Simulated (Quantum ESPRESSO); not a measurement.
# arsenene, 1 layer, rectangular cell, stepped through strain along the second axis, part 5 of 6

Wanted: a table for arsenene, 1 layer, rectangular cell against strain along the second axis, and what can be fitted to it.

Quantum ESPRESSO 7.5; plane-wave DFT, PBE, GBRV ultrasoft pseudopotentials.

So far. Step 6 (Bands along a path, -4 %): Along this path the valence top lies at Γ and the conduction bottom near Y. Step 7 (Relaxation with pw.x, -3 %): The relaxation lowers the energy by 1 meV an atom.

### Step 9. Relaxing the ions, 3 %

m7.relax.in

```
&control
  prefix = 'm7.relax'
  outdir = './out'
  pseudo_dir = './pseudo'
  nstep = 40
  forc_conv_thr = 0.0003
  calculation = 'relax'
  tstress = .true.
/
&system
  ibrav = 0
  nat = 4
  ntyp = 1
  ecutwfc = 50
  ecutrho = 250
  occupations = 'smearing'
  smearing = 'fd'
  degauss = 0.002
/
&electrons
  conv_thr = 1e-09
  mixing_beta = 0.4
  electron_maxstep = 120
  mixing_mode = 'plain'
/
&ions
/
ATOMIC_SPECIES
  As  74.9216  as_pbe_v1.uspp.F.UPF
CELL_PARAMETERS angstrom
  3.61112093400000 0.00000000000000 0.00000000000000
  0.00000000000000 6.44063550025000 0.00000000000000
  0.00000000000000 0.00000000000000 16.40000000000000
ATOMIC_POSITIONS crystal
  As  0.500000000000 0.166684633500 0.457414708500
  As  0.000000000000 0.666684619600 0.457414710100
  As  0.999999999900 0.333315380500 0.542585289900
  As  0.500000000000 0.833315366500 0.542585291500
K_POINTS automatic
  8 6 1 0 0 0
```

Started as:

```console
OMP_NUM_THREADS=1 mpirun -n 4 pw.x -nk 2 -in m7.relax.in > m7.relax.out
```

The log of the run:

```text
[banner, memory and clock lines left out]
Program PWSCF v.7.5 starts
[...]
Message from routine setup:
[...]
number of electrons       =        20.00
     number of Kohn-Sham states=           14
     kinetic-energy cutoff     =      50.0000  Ry
     charge density cutoff     =     250.0000  Ry
[...]
number of k points=    20  Fermi-Dirac smearing, width (Ry)=  0.0020
[...]
Dense  grid:   171725 G-vectors     FFT dimensions: (  36,  64, 160)
[...]
negative rho (up, down):  1.624E-04 0.000E+00
     Starting wfcs are   16 randomized atomic wfcs
[...]
negative rho (up, down):  2.775E-05 0.000E+00
[...]
estimated scf accuracy    <       0.04085098 Ry
[...]
negative rho (up, down):  6.943E-05 0.000E+00
[...]
estimated scf accuracy    <       0.01235757 Ry
[...]
negative rho (up, down):  9.840E-05 0.000E+00
[...]
estimated scf accuracy    <       0.00027491 Ry
[...]
negative rho (up, down):  1.221E-04 0.000E+00
[...]
estimated scf accuracy    <       0.00003487 Ry
[...]
negative rho (up, down):  1.360E-04 0.000E+00
[...]
estimated scf accuracy    <       0.00001658 Ry
[...]
negative rho (up, down):  1.453E-04 0.000E+00
[...]
estimated scf accuracy    <       0.00000118 Ry
[...]
negative rho (up, down):  1.514E-04 0.000E+00
[...]
estimated scf accuracy    <       0.00000037 Ry
[...]
negative rho (up, down):  1.549E-04 0.000E+00
[...]
estimated scf accuracy    <       0.00000007 Ry
[...]
negative rho (up, down):  1.572E-04 0.000E+00
[...]
estimated scf accuracy    <       0.00000002 Ry
[...]
negative rho (up, down):  1.608E-04 0.000E+00
[...]
the Fermi energy is    -1.9139 ev
!    total energy              =    -161.08429950 Ry
     estimated scf accuracy    <          5.9E-10 Ry
     smearing contrib. (-TS)   =      -0.00000000 Ry
     internal energy E=F+TS    =    -161.08429950 Ry
[...]
one-electron contribution =    -191.05909896 Ry
     hartree contribution      =      99.39131258 Ry
     xc contribution           =    -125.92870777 Ry
     ewald contribution        =      56.51219464 Ry
     convergence has been achieved in  10 iterations
     negative rho (up, down):  1.608E-04 0.000E+00
[...]
Total force =     0.014447     Total SCF correction =     0.000022
[...]
negative rho (up, down):  1.608E-04 0.000E+00
[...]
negative rho (up, down):  1.636E-04 0.000E+00
[...]
negative rho (up, down):  1.618E-04 0.000E+00
[...]
estimated scf accuracy    <       0.00001172 Ry
[...]
negative rho (up, down):  1.610E-04 0.000E+00
[...]
estimated scf accuracy    <       0.00000162 Ry
[...]
negative rho (up, down):  1.607E-04 0.000E+00
[...]
estimated scf accuracy    <       0.00000012 Ry
[...]
negative rho (up, down):  1.606E-04 0.000E+00
[...]
estimated scf accuracy    <          5.8E-09 Ry
[...]
negative rho (up, down):  1.605E-04 0.000E+00
[...]
estimated scf accuracy    <          1.9E-09 Ry
[...]
negative rho (up, down):  1.604E-04 0.000E+00
[...]
the Fermi energy is    -1.9054 ev
!    total energy              =    -161.08446032 Ry
     estimated scf accuracy    <          8.4E-11 Ry
     smearing contrib. (-TS)   =      -0.00000000 Ry
     internal energy E=F+TS    =    -161.08446032 Ry
[...]
one-electron contribution =    -191.30151046 Ry
     hartree contribution      =      99.50543337 Ry
     xc contribution           =    -125.93673363 Ry
     ewald contribution        =      56.64835040 Ry
     convergence has been achieved in   6 iterations
     negative rho (up, down):  1.604E-04 0.000E+00
[...]
Total force =     0.007914     Total SCF correction =     0.000009
[...]
negative rho (up, down):  1.604E-04 0.000E+00
[...]
negative rho (up, down):  1.634E-04 0.000E+00
[...]
negative rho (up, down):  1.614E-04 0.000E+00
[...]
estimated scf accuracy    <       0.00001234 Ry
[...]
negative rho (up, down):  1.606E-04 0.000E+00
[...]
estimated scf accuracy    <       0.00000172 Ry
[...]
negative rho (up, down):  1.602E-04 0.000E+00
[...]
estimated scf accuracy    <       0.00000013 Ry
[...]
negative rho (up, down):  1.601E-04 0.000E+00
[...]
estimated scf accuracy    <          6.5E-09 Ry
[...]
negative rho (up, down):  1.600E-04 0.000E+00
[...]
estimated scf accuracy    <          1.6E-09 Ry
[...]
negative rho (up, down):  1.600E-04 0.000E+00
[...]
estimated scf accuracy    <          5.9E-11 Ry
[...]
negative rho (up, down):  1.600E-04 0.000E+00
[...]
the Fermi energy is    -1.8952 ev
!    total energy              =    -161.08453133 Ry
     estimated scf accuracy    <          1.3E-11 Ry
     smearing contrib. (-TS)   =      -0.00000000 Ry
     internal energy E=F+TS    =    -161.08453133 Ry
[...]
one-electron contribution =    -191.54694474 Ry
     hartree contribution      =      99.62087803 Ry
     xc contribution           =    -125.94482505 Ry
     ewald contribution        =      56.78636042 Ry
     convergence has been achieved in   7 iterations
     negative rho (up, down):  1.600E-04 0.000E+00
[...]
Total force =     0.001936     Total SCF correction =     0.000002
[...]
negative rho (up, down):  1.600E-04 0.000E+00
[...]
negative rho (up, down):  1.602E-04 0.000E+00
[...]
negative rho (up, down):  1.601E-04 0.000E+00
[...]
estimated scf accuracy    <       0.00000017 Ry
[...]
negative rho (up, down):  1.600E-04 0.000E+00
[...]
estimated scf accuracy    <       0.00000003 Ry
[...]
negative rho (up, down):  1.599E-04 0.000E+00
[...]
estimated scf accuracy    <          3.0E-09 Ry
[...]
negative rho (up, down):  1.599E-04 0.000E+00
[...]
estimated scf accuracy    <          1.1E-10 Ry
[...]
negative rho (up, down):  1.599E-04 0.000E+00
[...]
estimated scf accuracy    <          1.6E-11 Ry
[...]
negative rho (up, down):  1.599E-04 0.000E+00
[...]
the Fermi energy is    -1.8932 ev
!    total energy              =    -161.08453537 Ry
     estimated scf accuracy    <          1.5E-12 Ry
     smearing contrib. (-TS)   =      -0.00000000 Ry
     internal energy E=F+TS    =    -161.08453537 Ry
[...]
one-electron contribution =    -191.57186673 Ry
     hartree contribution      =      99.63258949 Ry
     xc contribution           =    -125.94561227 Ry
     ewald contribution        =      56.80035415 Ry
     convergence has been achieved in   6 iterations
     negative rho (up, down):  1.599E-04 0.000E+00
[...]
Total force =     0.001268     Total SCF correction =     0.000001
[...]
negative rho (up, down):  1.599E-04 0.000E+00
[...]
negative rho (up, down):  1.599E-04 0.000E+00
[...]
negative rho (up, down):  1.599E-04 0.000E+00
[...]
estimated scf accuracy    <       0.00000004 Ry
[...]
negative rho (up, down):  1.598E-04 0.000E+00
[...]
estimated scf accuracy    <       0.00000001 Ry
[...]
negative rho (up, down):  1.598E-04 0.000E+00
[...]
estimated scf accuracy    <          3.9E-10 Ry
[...]
negative rho (up, down):  1.598E-04 0.000E+00
[...]
estimated scf accuracy    <          1.8E-11 Ry
[...]
negative rho (up, down):  1.598E-04 0.000E+00
[...]
the Fermi energy is    -1.8919 ev
!    total energy              =    -161.08453741 Ry
     estimated scf accuracy    <          2.5E-12 Ry
     smearing contrib. (-TS)   =      -0.00000000 Ry
     internal energy E=F+TS    =    -161.08453741 Ry
[...]
one-electron contribution =    -191.56678112 Ry
     hartree contribution      =      99.63019397 Ry
     xc contribution           =    -125.94539346 Ry
     ewald contribution        =      56.79744321 Ry
     convergence has been achieved in   5 iterations
     negative rho (up, down):  1.598E-04 0.000E+00
[...]
Total force =     0.000557     Total SCF correction =     0.000002
[...]
negative rho (up, down):  1.598E-04 0.000E+00
[...]
```

Wall time 1.8 min (4 MPI ranks of Arm Neoverse V1, shared host); peak memory 0.91 GiB; 7.1 min of CPU time.

Relaxation path:

| step | energy less that of the first step (eV) | largest force (eV/Å) |
| --- | --- | --- |
| 1 | 0.0000 | 0.1857 |
| 2 | -0.0022 | 0.1017 |
| 3 | -0.0032 | 0.0249 |
| 4 | -0.0032 | 0.0163 |
| 5 | -0.0032 | 0.0072 |

Final coordinates:

```xyz
4
Lattice="3.6111 0.0000 0.0000 0.0000 6.4406 0.0000 0.0000 0.0000 16.4000" Properties=species:S:1:pos:R:3
As    1.8056    1.0684    7.5090
As    0.0000    4.2887    7.5090
As    3.6111    2.1519    8.8910
As    1.8056    5.3722    8.8910
```

Read from the output:

| Property | Result |
| --- | --- |
| free energy | -2191.6668 eV |
| Fermi energy | -1.892 eV |

### Step 10. Self-consistent run, 3 %

m7.scf.in

```
&control
  prefix = 'm7.scf'
  outdir = './out'
  pseudo_dir = './pseudo'
  calculation = 'scf'
  tprnfor = .true.
/
&system
  ibrav = 0
  nat = 4
  ntyp = 1
  ecutwfc = 40
  ecutrho = 200
  occupations = 'smearing'
  smearing = 'fd'
  degauss = 0.002
  nbnd = 14
/
&electrons
  conv_thr = 1e-09
  mixing_beta = 0.4
  electron_maxstep = 120
  mixing_mode = 'plain'
/
ATOMIC_SPECIES
  As  74.9216  as_pbe_v1.uspp.F.UPF
CELL_PARAMETERS angstrom
  3.61112093400000 0.00000000000000 0.00000000000000
  0.00000000000000 6.44063550025000 0.00000000000000
  0.00000000000000 0.00000000000000 16.40000000000000
ATOMIC_POSITIONS crystal
  As  0.500000000000 0.165883032000 0.457868687000
  As  0.000000000000 0.665883068100 0.457868694800
  As  0.999999999900 0.334116932000 0.542131305200
  As  0.500000000000 0.834116968000 0.542131313000
K_POINTS automatic
  8 6 1 0 0 0
```

Started as:

```console
OMP_NUM_THREADS=1 mpirun -n 4 pw.x -nk 2 -in m7.scf.in > m7.scf.out
```

The log of the run:

```text
[banner, memory and clock lines left out]
Program PWSCF v.7.5 starts
[...]
Message from routine setup:
[...]
number of electrons       =        20.00
     number of Kohn-Sham states=           14
     kinetic-energy cutoff     =      40.0000  Ry
     charge density cutoff     =     200.0000  Ry
[...]
number of k points=    20  Fermi-Dirac smearing, width (Ry)=  0.0020
[...]
Dense  grid:   122991 G-vectors     FFT dimensions: (  32,  60, 144)
[...]
negative rho (up, down):  1.836E-04 0.000E+00
     Starting wfcs are   16 randomized atomic wfcs
[...]
negative rho (up, down):  2.670E-04 0.000E+00
[...]
estimated scf accuracy    <       0.04135358 Ry
[...]
negative rho (up, down):  3.604E-04 0.000E+00
[...]
estimated scf accuracy    <       0.01245459 Ry
[...]
negative rho (up, down):  3.675E-04 0.000E+00
[...]
estimated scf accuracy    <       0.00025943 Ry
[...]
negative rho (up, down):  3.740E-04 0.000E+00
[...]
estimated scf accuracy    <       0.00002358 Ry
[...]
negative rho (up, down):  3.776E-04 0.000E+00
[...]
estimated scf accuracy    <       0.00001267 Ry
[...]
negative rho (up, down):  3.806E-04 0.000E+00
[...]
estimated scf accuracy    <       0.00000110 Ry
[...]
negative rho (up, down):  3.838E-04 0.000E+00
[...]
estimated scf accuracy    <       0.00000033 Ry
[...]
negative rho (up, down):  3.854E-04 0.000E+00
[...]
estimated scf accuracy    <       0.00000009 Ry
[...]
negative rho (up, down):  3.869E-04 0.000E+00
[...]
estimated scf accuracy    <          6.3E-09 Ry
[...]
negative rho (up, down):  3.891E-04 0.000E+00
[...]
the Fermi energy is    -1.9811 ev
!    total energy              =    -161.08425005 Ry
     estimated scf accuracy    <          3.8E-10 Ry
     smearing contrib. (-TS)   =      -0.00000000 Ry
     internal energy E=F+TS    =    -161.08425005 Ry
[...]
one-electron contribution =    -191.56335420 Ry
     hartree contribution      =      99.62948525 Ry
     xc contribution           =    -125.94782430 Ry
     ewald contribution        =      56.79744320 Ry
     convergence has been achieved in  10 iterations
     negative rho (up, down):  3.891E-04 0.000E+00
[...]
Total force =     0.000917     Total SCF correction =     0.000004
[...]
```

Elapsed: 22 s, on 4 MPI ranks; peak memory 0.7 GiB.

Numbers from this step:

* free energy: -2191.6629 eV
* Fermi energy: -1.981 eV
* valence top, on the run's zero: -2.702 eV
* conduction bottom, on the run's zero: -1.056 eV
* gap by band count: 1.647 eV

[end of part 5 of 6]

[Logs are printed without paths, hosts, clocks, repeated set-up lines and the standing remarks that a program may print on its own settings, such as how far it seeks lower states.]

[Hosts, paths, dates, database ids (printed as entryN), source tags and the programs' standing remarks are cut or masked in the printed files.]

[Maps of the electrostatic potential energy from Ansatz leave out the sawtooth potential of an applied field or a dipole correction, so their vacuum need not be flat; planar profiles and work functions include it.]
